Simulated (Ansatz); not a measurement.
# PC2N, from a guessed structure to a relaxed one

Starting from a made-up structure for PC2N, the aim is the relaxed cell, its shortest contacts and, where a second run follows, its electronic structure.

Main program and level: Ansatz 0.2.0; DFT, PBE, plane-wave PAW, files of the set soft_1, scalar-relativistic, no spin, cell and ions relaxed at zero pressure; PAW set soft_1.

### Step 1. The starting structure

The structure is trigonal, space group P-3m1 (No. 164). Conventional cell: a = 2.880 Å, b = 2.880 Å, c = 7.655 Å, α = 90.00°, β = 90.00°, γ = 120.00°. Nearest to P lie 6 C at 1.72 Å. Nearest to N lie 6 N at 2.88 Å. Nearest to C lie 3 P at 1.72 Å and 3 C at 1.89 Å. Farther neighbours and most contacts between anions are not listed.

### Step 2. Relaxing cell and atoms

The guessed cell has no reason to be at equilibrium. It is relaxed with the atoms, within the space group of the guess.

Contents of input.yaml:

```yaml
crystal:
  lattice:
    - [2.88, 0.0, 0.0]
    - [-1.44, 2.494153163, 0.0]
    - [0.0, 0.0, 7.655]
  atoms:
    - { symbol: P, position: [0.0, 0.0, 0.0] }
    - { symbol: "N", position: [0.0, 0.0, 0.5] }
    - { symbol: C, position: [0.666666667, 0.333333333, 0.9417] }
    - { symbol: C, position: [0.333333333, 0.666666667, 0.0583] }
kpoints:
  mp_grid: { grid: [11, 11, 4] }
scf:
  occupations: { method: fermi_dirac, width: 0.05 }
hamiltonian:
  xc: pbe
  pseudopotentials: { kind: paw, azcp: { folder: soft_1 } }
relax:
  f_tol: 0.015
  max_steps: 70
  cell: {}
output:
  forces: true
  stress: true
```

Run with:

```sh
> ansatz run input.yaml --threads 4 --pin off --max-ram 8192MiB --backend cpu --events-out ev --progress --plain --runs-dir out
```

Numbers of over 12 decimals in the logs are rounded to 6 here.

Output:

```text
Engine: ansatz 0.2.0, x86_64-unknown-linux-gnu
Pseudopotentials: kind: paw
Pseudopotential: P, paw, valence charge 5, recommended cutoff 420 eV (normal), soft_1/P.paw.azcp
Pseudopotential: N, paw, valence charge 5, recommended cutoff 420 eV (normal), soft_1/N.paw.azcp
Pseudopotential: C, paw, valence charge 4, recommended cutoff 420 eV (normal), soft_1/C.paw.azcp
Functional definition: PBE
  parameter kappa = 0.804
  parameter beta = 0.066725
  exchange = pbe_x(kappa = kappa, mu = beta*pi^2/3)
  correlation = pbe_c(beta = beta)
Crystal: 4 atoms, lattice volume = 54.987 Å³
Basis set: ecut = 420 eV, 1069 PW (Γ), exchange–correlation on 40×40×108 points (8 copies of the dense FFT grid, shifted against one another)
Bands: 13, of which v1, the nominal top of the filled ones, is band 9 counted from 1 (8 counted from 0)
Symmetry: 12 space group operations
Space group: P-3m1 (ITA 164), of the structure as read, at distance tolerance 3.8e-5 Å
k-points: 58 of 484
Non-local potential: P, projectors of the file, l = 0: 2, l = 1: 2, l = 2: 1
Non-local potential: N, projectors of the file, l = 0: 2, l = 1: 2, l = 2: 1
Non-local potential: C, projectors of the file, l = 0: 2, l = 1: 2, l = 2: 1
PAW form: soft (Blöchl's): semilocal exchange-correlation on the pseudo side does not see the compensation charge
PAW one-centre angular grid: P, 110 points (default); XC on 64 Gauss nodes
PAW one-centre angular grid: N, 110 points (default); XC on 64 Gauss nodes
PAW one-centre angular grid: C, 110 points (default); XC on 64 Gauss nodes
Initial density: superposition of atomic densities (chi_scale 0.1, normalization cell), built separately for each of the 2 bonded fragments (scf.initial_density.interfragment_charge_transfer: auto; true builds it for the cell as a whole; a typed value also counts as a typed key of the start: scf.initial_density.chi_scale says what that changes, if anything)
Initial wavefunctions: pseudopotential atomic-orbital guess
Functional: x = pbe(κ = 0.804, μ = 0.219515), c = pbe(β = 0.066725)
SCF iter   1: F=—  HF=-1628.264875 eV  |F-HF|=—  |Δ(HF+E_count)|=         —  Δρ=1.36e-1  dr2=3.03e1  ethr=3.10e-3  ⟨swp⟩=8.0  Hψ=5882  notcnv=0
preconditioner: auto → LDOS  [metal: Δε(μ)=0.011 eV  Ē_g=10.092 eV  σ=0.050 eV  W_gap=0.05  n_scr=4 (ndim 8)  ℏωp=20.8 eV  f_vac=0.044  D(μ)=3.44/eV (n_scr^D=38)  β→1.0]
SCF iter   2: F=—  HF=-1626.065228 eV  |F-HF|=—  |Δ(HF+E_count)|=    2.20e0  Δρ=5.02e-2  dr2=8.03e-1  ethr=3.10e-3  ⟨swp⟩=3.3  Hψ=2115  notcnv=0
SCF iter   3: F=—  HF=-1626.010669 eV  |F-HF|=—  |Δ(HF+E_count)|=   5.46e-2  Δρ=1.11e-2  dr2=5.24e-2  ethr=3.10e-3  ⟨swp⟩=2.1  Hψ=1762  notcnv=0
SCF iter   4: F=—  HF=-1625.998466 eV  |F-HF|=—  |Δ(HF+E_count)|=   1.22e-2  Δρ=2.71e-3  dr2=5.96e-3  ethr=2.91e-4  ⟨swp⟩=2.9  Hψ=1457  notcnv=0
SCF iter   5: F=—  HF=-1625.998238 eV  |F-HF|=—  |Δ(HF+E_count)|=   2.29e-4  Δρ=1.37e-3  dr2=2.82e-3  ethr=3.31e-5  ⟨swp⟩=1.0  Hψ=756  notcnv=0
SCF iter   6: F=—  HF=-1625.998075 eV  |F-HF|=—  |Δ(HF+E_count)|=   1.63e-4  Δρ=3.51e-4  dr2=9.81e-5  ethr=1.57e-5  ⟨swp⟩=1.2  Hψ=763  notcnv=0
SCF iter   7: F=—  HF=-1625.998061 eV  |F-HF|=—  |Δ(HF+E_count)|=   1.38e-5  Δρ=6.25e-5  dr2=2.59e-6  ethr=5.45e-7  ⟨swp⟩=2.4  Hψ=1078  notcnv=0
SCF iter   8: F=-1625.998062 eV  HF=-1625.998062 eV  |F-HF|=3.88e-9  |Δ(HF+E_count)|=   8.35e-7  Δρ=8.97e-6  dr2=4.97e-8  ethr=5.56e-10  ⟨swp⟩=4.9  Hψ=3956  notcnv=0
SCF 1 converged in 8 iterations: F = -1625.998062 eV  dr2 = 4.97e-8
  greatest PAW one-centre occupation: 0.859 electrons in one spin orbital (limit 2), on the N atom at site 1 (counted from 0), in its partial waves of l = 0
relax step   1: F+E_penalty+E_count = -1625.99806198 eV  Δ(F+E_penalty+E_count) = +0.000e0 eV  max|allowed force component| = 6.196e0 eV/Å  Δτ_max = 0.0000 Å  P = +32.989 GPa  Ω = 54.987 Å³  (8 SCF iters, dr2 threshold 1.00e-7 eV, accepted)
Crystal: 4 atoms, lattice volume = 55.639 Å³
Basis set: ecut = 420 eV, 1081 PW (Γ), exchange–correlation on 40×40×108 points (8 copies of the dense FFT grid, shifted against one another)
Initial density: handed on by an earlier stage of this run
Initial wavefunctions: those handed on with the density
SCF iter   1: F=—  HF=-1627.240876 eV  |F-HF|=—  |Δ(HF+E_count)|=         —  Δρ=3.05e-2  dr2=1.87e0  ethr=3.10e-3  ⟨swp⟩=8.3  Hψ=5489  notcnv=0
preconditioner: auto → LDOS  [metal: Δε(μ)=0.008 eV  Ē_g=9.659 eV  σ=0.050 eV  W_gap=0.04  n_scr=4 (ndim 8)  ℏωp=21.1 eV  f_vac=0.039  D(μ)=5.78/eV (n_scr^D=70)  β→1.0]
SCF iter   2: F=—  HF=-1627.175387 eV  |F-HF|=—  |Δ(HF+E_count)|=   6.55e-2  Δρ=3.00e-2  dr2=1.69e0  ethr=3.10e-3  ⟨swp⟩=3.1  Hψ=1683  notcnv=0
SCF iter   3: F=—  HF=-1627.132115 eV  |F-HF|=—  |Δ(HF+E_count)|=   4.33e-2  Δρ=9.22e-3  dr2=1.52e-1  ethr=3.10e-3  ⟨swp⟩=1.9  Hψ=906  notcnv=0
SCF iter   4: F=—  HF=-1627.129574 eV  |F-HF|=—  |Δ(HF+E_count)|=   2.54e-3  Δρ=4.85e-3  dr2=4.60e-2  ethr=8.44e-4  ⟨swp⟩=1.3  Hψ=1086  notcnv=0
SCF iter   5: F=—  HF=-1627.128563 eV  |F-HF|=—  |Δ(HF+E_count)|=   1.01e-3  Δρ=4.14e-4  dr2=1.74e-4  ethr=2.56e-4  ⟨swp⟩=1.5  Hψ=786  notcnv=0
SCF iter   6: F=—  HF=-1627.128520 eV  |F-HF|=—  |Δ(HF+E_count)|=   4.27e-5  Δρ=2.94e-4  dr2=1.27e-4  ethr=9.65e-7  ⟨swp⟩=2.0  Hψ=1068  notcnv=0
SCF iter   7: F=—  HF=-1627.128517 eV  |F-HF|=—  |Δ(HF+E_count)|=   2.79e-6  Δρ=1.35e-4  dr2=1.33e-5  ethr=7.07e-7  ⟨swp⟩=1.0  Hψ=754  notcnv=0
SCF iter   8: F=—  HF=-1627.128518 eV  |F-HF|=—  |Δ(HF+E_count)|=   4.26e-7  Δρ=7.28e-5  dr2=7.60e-6  ethr=7.39e-8  ⟨swp⟩=1.3  Hψ=794  notcnv=0
SCF iter   9: F=—  HF=-1627.128518 eV  |F-HF|=—  |Δ(HF+E_count)|=   9.37e-8  Δρ=3.22e-5  dr2=1.79e-6  ethr=4.22e-8  ⟨swp⟩=1.1  Hψ=760  notcnv=0
SCF iter  10: F=-1627.128518 eV  HF=-1627.128518 eV  |F-HF|=1.06e-8  |Δ(HF+E_count)|=   4.76e-8  Δρ=3.28e-6  dr2=1.25e-8  ethr=2.22e-9  ⟨swp⟩=3.9  Hψ=2925  notcnv=0
SCF 2 converged in 10 iterations: F = -1627.128518 eV  dr2 = 1.25e-8
relax step   2: F+E_penalty+E_count = -1627.12851764 eV  Δ(F+E_penalty+E_count) = -1.130e0 eV  max|allowed force component| = 4.876e0 eV/Å  Δτ_max = 0.0791 Å  P = +20.201 GPa  Ω = 55.639 Å³  energy of the carried Pulay correction = -8.699e-4 eV  (10 SCF iters, dr2 threshold 4.00e-7 eV, accepted)
Crystal: 4 atoms, lattice volume = 57.460 Å³
Basis set: ecut = 420 eV, 1093 PW (Γ), exchange–correlation on 40×40×108 points (8 copies of the dense FFT grid, shifted against one another)
SCF iter   1: F=—  HF=-1628.833289 eV  |F-HF|=—  |Δ(HF+E_count)|=         —  Δρ=4.94e-2  dr2=4.94e0  ethr=3.10e-3  ⟨swp⟩=8.0  Hψ=5636  notcnv=0
[...]
relax step   7: F+E_penalty+E_count = -1629.72699249 eV  Δ(F+E_penalty+E_count) = -3.124e-1 eV  max|allowed force component| = 9.531e-1 eV/Å  Δτ_max = 0.0641 Å  P = -2.268 GPa  Ω = 43.849 Å³  energy of the carried Pulay correction = +1.664e-2 eV  (7 SCF iters, dr2 threshold 4.00e-7 eV, accepted)
relax step   8: F+E_penalty+E_count = -1630.14774569 eV  Δ(F+E_penalty+E_count) = -4.208e-1 eV  max|allowed force component| = 1.358e0 eV/Å  Δτ_max = 0.0726 Å  P = -3.310 GPa  Ω = 41.419 Å³  energy of the carried Pulay correction = +2.078e-2 eV  (7 SCF iters, dr2 threshold 4.00e-7 eV, accepted)
relax step   9: F+E_penalty+E_count = -1630.69555728 eV  Δ(F+E_penalty+E_count) = -5.478e-1 eV  max|allowed force component| = 1.706e0 eV/Å  Δτ_max = 0.0840 Å  P = -5.070 GPa  Ω = 39.155 Å³  energy of the carried Pulay correction = +2.483e-2 eV  (6 SCF iters, dr2 threshold 4.00e-7 eV, accepted)
relax step  10: F+E_penalty+E_count = -1631.26864541 eV  Δ(F+E_penalty+E_count) = -5.731e-1 eV  max|allowed force component| = 1.944e0 eV/Å  Δτ_max = 0.0971 Å  P = -4.955 GPa  Ω = 36.806 Å³  energy of the carried Pulay correction = +2.925e-2 eV  (6 SCF iters, dr2 threshold 4.00e-7 eV, accepted)
relax step  11: F+E_penalty+E_count = -1631.78443028 eV  Δ(F+E_penalty+E_count) = -5.158e-1 eV  max|allowed force component| = 1.714e0 eV/Å  Δτ_max = 0.1368 Å  P = -1.480 GPa  Ω = 34.034 Å³  energy of the carried Pulay correction = +3.476e-2 eV  (6 SCF iters, dr2 threshold 4.00e-7 eV, accepted)
relax step  12: F+E_penalty+E_count = -1632.04704554 eV  Δ(F+E_penalty+E_count) = -2.626e-1 eV  max|allowed force component| = 1.637e-1 eV/Å  Δτ_max = 0.2000 Å  P = -6.835 GPa  Ω = 33.177 Å³  energy of the carried Pulay correction = +3.653e-2 eV  (6 SCF iters, dr2 threshold 4.00e-7 eV, accepted)
relax step  13: F+E_penalty+E_count = -1632.09263763 eV  Δ(F+E_penalty+E_count) = -4.559e-2 eV  max|allowed force component| = 1.236e-1 eV/Å  Δτ_max = 0.0703 Å  P = +0.264 GPa  Ω = 31.534 Å³  energy of the carried Pulay correction = +4.002e-2 eV  (6 SCF iters, dr2 threshold 4.00e-7 eV, accepted)
relax step  14: F+E_penalty+E_count = -1632.09932927 eV  Δ(F+E_penalty+E_count) = -6.692e-3 eV  max|allowed force component| = 4.189e-2 eV/Å  Δτ_max = 0.0070 Å  P = -0.693 GPa  Ω = 31.552 Å³  energy of the carried Pulay correction = +3.998e-2 eV  (6 SCF iters, dr2 threshold 4.00e-7 eV, accepted)
relax step  15: F+E_penalty+E_count = -1632.10151022 eV  Δ(F+E_penalty+E_count) = -2.181e-3 eV  max|allowed force component| = 2.586e-4 eV/Å  Δτ_max = 0.0092 Å  P = -0.073 GPa  Ω = 31.526 Å³  energy of the carried Pulay correction = +4.004e-2 eV  (6 SCF iters, dr2 threshold 4.00e-7 eV, accepted)
relax step  16: F+E_penalty+E_count = -1632.10159472 eV  Δ(F+E_penalty+E_count) = -8.450e-5 eV  max|allowed force component| = 1.585e-5 eV/Å  Δτ_max = 0.0011 Å  P = -0.001 GPa  Ω = 31.527 Å³  energy of the carried Pulay correction = +4.004e-2 eV  (6 SCF iters, dr2 threshold 4.00e-7 eV, accepted)
relax step  17: F+E_penalty+E_count = -1632.09683716 eV  Δ(F+E_penalty+E_count) = +4.758e-3 eV  max|allowed force component| = 1.849e-3 eV/Å  Δτ_max = 0.0000 Å  P = -0.317 GPa  Ω = 31.527 Å³  stress off target by 3.32e-1 GPa  SCF on the basis re-selected at this cell (its energy is not comparable with the rows above)  (6 SCF iters)
relax step  18: F+E_penalty+E_count = -1632.09700666 eV  Δ(F+E_penalty+E_count) = -1.695e-4 eV  max|allowed force component| = 2.144e-3 eV/Å  Δτ_max = 0.0018 Å  P = +0.006 GPa  Ω = 31.468 Å³  energy of the carried Pulay correction = +1.130e-4 eV  (6 SCF iters, dr2 threshold 2.76e-7 eV, accepted)
iter 1 solved again at ethr=1.90e-6 eV; its pass at ethr=3.10e-3 eV (dr2=3.42e-4 eV) is discarded
SCF iter   1: F=—  HF=-1632.096955 eV  |F-HF|=—  |Δ(HF+E_count)|=         —  Δρ=5.78e-6  dr2=3.31e-9  ethr=1.90e-6  ⟨swp⟩=2.3  Hψ=6656  notcnv=0
eigensolver tolerance schedule: the retry pair's looser diagonalisation over-reported the residual by 103445.52 of it (diagonalisation noise at an unbounded share of the residual, at the tolerance the schedule requests for it); recorded, not acted on — ethr = c·dr2/N_el stays at c = 1.0e-1
preconditioner: auto → none  [metal: Δε(μ)=0.035 eV  Ē_g=10.872 eV  σ=0.050 eV  W_gap=0.17  n_scr=2 (ndim 8)  ℏωp=28.1 eV  f_vac=0.000  D(μ)=1.81/eV (n_scr^D=22)]
SCF iter   2: F=—  HF=-1632.096933 eV  |F-HF|=—  |Δ(HF+E_count)|=   2.22e-5  Δρ=3.88e-6  dr2=2.68e-9  ethr=1.84e-11  ⟨swp⟩=4.0  Hψ=2003  notcnv=0
SCF iter   3: F=—  HF=-1632.096933 eV  |F-HF|=—  |Δ(HF+E_count)|=  1.13e-10  Δρ=2.61e-6  dr2=7.53e-10  ethr=1.49e-11  ⟨swp⟩=1.8  Hψ=975  notcnv=0
SCF iter   4: F=—  HF=-1632.096933 eV  |F-HF|=—  |Δ(HF+E_count)|=  6.21e-10  Δρ=6.35e-7  dr2=8.59e-11  ethr=4.18e-12  ⟨swp⟩=2.0  Hψ=1277  notcnv=0
SCF iter   5: F=—  HF=-1632.096933 eV  |F-HF|=—  |Δ(HF+E_count)|=  7.28e-12  Δρ=4.16e-7  dr2=4.43e-11  ethr=1.00e-12  ⟨swp⟩=2.6  Hψ=1116  notcnv=0
SCF iter   6: F=-1632.096933 eV  HF=-1632.096933 eV  |F-HF|=3.64e-12  |Δ(HF+E_count)|=  9.09e-12  Δρ=1.69e-7  dr2=6.45e-12  ethr=1.00e-12  ⟨swp⟩=4.0  Hψ=2461  notcnv=0
SCF 19 converged in 6 iterations: F = -1632.096933 eV  dr2 = 6.45e-12
relax step  19: F+E_penalty+E_count = -1632.09693307 eV  Δ(F+E_penalty+E_count) = +7.359e-5 eV  max|allowed force component| = 2.078e-3 eV/Å  Δτ_max = 0.0000 Å  P = +0.001 GPa  Ω = 31.468 Å³  stress off target by 9.48e-3 GPa  SCF on the basis re-selected at this cell (its energy is not comparable with the rows above)  (6 SCF iters)
basis re-selected at this cell: Δ(F+E_penalty+E_count) = +7.359e-5 eV, ΔP = -0.005 GPa vs the last step (what re-selecting the basis moved, of the pressure what is left beyond the Pulay correction that the steps carried, after the strain that the cell walked since its last selection, with what the two solves' SCF thresholds leave and, on support functions, any second-order correction that the steps lacked; it is no m [...]
SCF converged after 6 iterations
Free energy (F): -1632.096933 eV
Harris-Foulkes:  -1632.096933 eV  (|F-HF|=3.64e-12)
Internal energy: -1632.082489 eV  (E = F + TS)
E sigma→0 (E₀):  -1632.089711 eV
Entropy (-TS):   -0.014444 eV (-3.611 meV/atom)
Fermi energy:    12.055805 eV
--- Per-component energies (eV) ---
  E_band       = 76.619643
  E_kinetic    = 362.743627
  E_local      = -230.365033  (includes V_loc(G=0)·N_el)
  E_nonlocal   = 115.942984
  E_hartree    = 59.656621
  E_xc         = -225.982241
  E_vxc        = -252.015003  (∫ρ·V_xc dr)
  E_paw        = -882.236682  (= ΣΔE_a)
  E_vpaw       = -39.000876  (= ΣTr[D̂ρ^β])
  E_aug_tail   = 0.000732  (compensation charges beyond the density's cutoff)
  E_ewald      = -831.842497
  E_smearing   = -0.014444  (= −TS)
  E_closure    = 0.000000  (closes the sum)
  Σ components = -1632.096933   (vs F -1632.096933, Δ=0.00e0)
--- Forces (eV/Å), atoms counted from 1 ---
  atom   1  P     -0.00000000     0.00000000     0.00000000
  atom   2  N      0.00000000     0.00000000     0.00000000
  atom   3  C      0.00000000     0.00000000     0.00207837
  atom   4  C      0.00000000    -0.00000000    -0.00207837
  max |Σ_I F_I| component: 1.11e-16 eV/Å
--- Stress (GPa, compression-positive) ---
       -0.003572      -0.000000      -0.000000
       -0.000000      -0.003572      -0.000000
       -0.000000      -0.000000       0.009478
  P = ⅓ Tr σ = 0.0008 GPa (0.008 kbar)
--- Relaxed structure (17 steps of the walk, 17 accepted, 2 SCFs on fresh bases) ---
  F+E_penalty+E_count = -1632.09693307 eV   max|allowed force component| = 2.078e-3 eV/Å   (the final SCF, on the basis selected at the relaxed cell)
  cell:  # Å, volume = 31.4682 Å³
    - [2.779195, 0, -1.552341977476218e-16]
    - [-1.389597, 2.406853, 7.76170988738109e-17]
    - [-4.126103415743155e-16, 0, 4.704388]
  atoms:
    - { symbol: P, position: [0, 0, 4.532262510716675e-19] }
    - { symbol: N, position: [0, 0, 0.5] }
    - { symbol: C, position: [0.666667, 0.333333, 0.768264] }
    - { symbol: C, position: [0.333333, 0.666667, 0.231736] }
```

Run time: 9.7 s. Hardware: 4 threads of Intel Xeon Platinum 8375C at 2.90GHz (Ice Lake), shared host; peak memory 0.44 GiB; 33 s of CPU time.

Relaxation path:

| step | energy less that of the first step (eV) | largest force component (eV/Å) | pressure (GPa) | volume (Å³) |
| --- | --- | --- | --- | --- |
| 1 | 0.0000 | 6.1958 | 32.99 | 54.99 |
| 2 | -1.1305 | 4.8759 | 20.20 | 55.64 |
| 3 | -2.6004 | 1.8053 | 1.54 | 57.46 |
| 4 | -2.9813 | 0.2193 | -4.06 | 53.99 |
| 5 | -3.1740 | 0.2774 | -3.22 | 49.95 |
| 6 | -3.4165 | 0.5734 | -2.51 | 46.62 |
| 7 | -3.7289 | 0.9531 | -2.27 | 43.85 |
| 8 | -4.1497 | 1.3581 | -3.31 | 41.42 |
| 9 | -4.6975 | 1.7060 | -5.07 | 39.16 |
| 10 | -5.2706 | 1.9438 | -4.96 | 36.81 |
| 11 | -5.7864 | 1.7143 | -1.48 | 34.03 |
| 12 | -6.0490 | 0.1637 | -6.83 | 33.18 |
| 13 | -6.0946 | 0.1236 | 0.26 | 31.53 |
| 14 | -6.1013 | 0.0419 | -0.69 | 31.55 |
| 15 | -6.1034 | 0.0003 | -0.07 | 31.53 |
| 16 | -6.1035 | 0.0000 | 0.00 | 31.53 |
| 17* | -6.0988 | 0.0018 | -0.32 | 31.53 |
| 18 | -6.0989 | 0.0021 | 0.01 | 31.47 |
| 19* | -6.0989 | 0.0021 | 0.00 | 31.47 |

Relaxation steps marked * repeat the geometry before them on a plane-wave basis chosen anew for their cell, so energy and pressure can jump there.

The run keeps the 12 symmetry operations that it works with, so distortions that break them were not tested.

| cell as run | before | after | change |
| --- | --- | --- | --- |
| a (Å) | 2.880 | 2.779 | -3.5 % |
| b (Å) | 2.880 | 2.779 | -3.5 % |
| c (Å) | 7.655 | 4.704 | -38.5 % |
| volume (Å³/atom) | 13.75 | 7.87 | -42.8 % |

The atoms that moved most (Å, as changes of fractional coordinates times the final cell):

| atom | dx | dy | dz | length |
| --- | --- | --- | --- | --- |
| C3 | 0.000 | 0.000 | -0.816 | 0.816 |
| C4 | 0.000 | 0.000 | 0.816 | 0.816 |

Final coordinates:

```xyz
4
Lattice="2.7792 0.0000 0.0000 -1.3896 2.4069 0.0000 0.0000 0.0000 4.7044" Properties=species:S:1:pos:R:3 pbc="T T T"
P     0.0000    0.0000    0.0000
N     0.0000    0.0000    2.3522
C     1.3896    0.8023    3.6142
C     0.0000    1.6046    1.0902
```

Numbers from this step:

```
free energy             : -1632.0969 eV
energy at zero smearing : -1632.0897 eV
smearing term TS        : 0.01444 eV
Fermi energy            : 12.06 eV
electrons               : 18
symmetry operations     : 12
pressure                : 7.78e-4 GPa
```

The shortest distance of each pair, which need not be the same contact before and after:

| pair | guess (Å) | relaxed (Å) |
| --- | --- | --- |
| C–P | 1.722 | 1.940 |
| C–N | 3.768 | 2.041 |
| N–P | 3.828 | 2.352 |
| C–C | 1.887 | 2.707 |
| P–P | 2.880 | 2.779 |

The relaxation ends with a largest force component of 0.0021 eV/Å and a pressure of 0.00 GPa.

### Step 3. What came out

| Property | Result |
| --- | --- |
| space group, relaxed | P-3m1 |
| conventional cell | a = 2.779, b = 2.779, c = 4.704 Å; α = 90.0°, β = 90.0°, γ = 120.0° |
| volume per atom | 7.87 Å³ (guess 13.75) |

What this shows: PC2N relaxes to P-3m1 with a = 2.779, b = 2.779 and c = 4.704 Å. The guessed volume was 75 % too large. The space group P-3m1 was held in the relaxation, so the end point is a stationary structure within it and may be a saddle against distortions or other arrangements. Mesh and cutoff weren't tested. A vector of the cell changed its length by 39 %, so the starting arrangement is largely lost and the mesh was laid for another shape. No dispersion term is used, so weakly bound directions may come out too long. Nothing here tests whether the compound is stable against decomposition.

[Logs are printed without paths, hosts, clocks, repeated set-up lines and the standing remarks that a program may print on its own settings, such as how far it seeks lower states.]

[Hosts, paths, dates, database ids (printed as entryN), source tags and the programs' standing remarks are cut or masked in the printed files.]
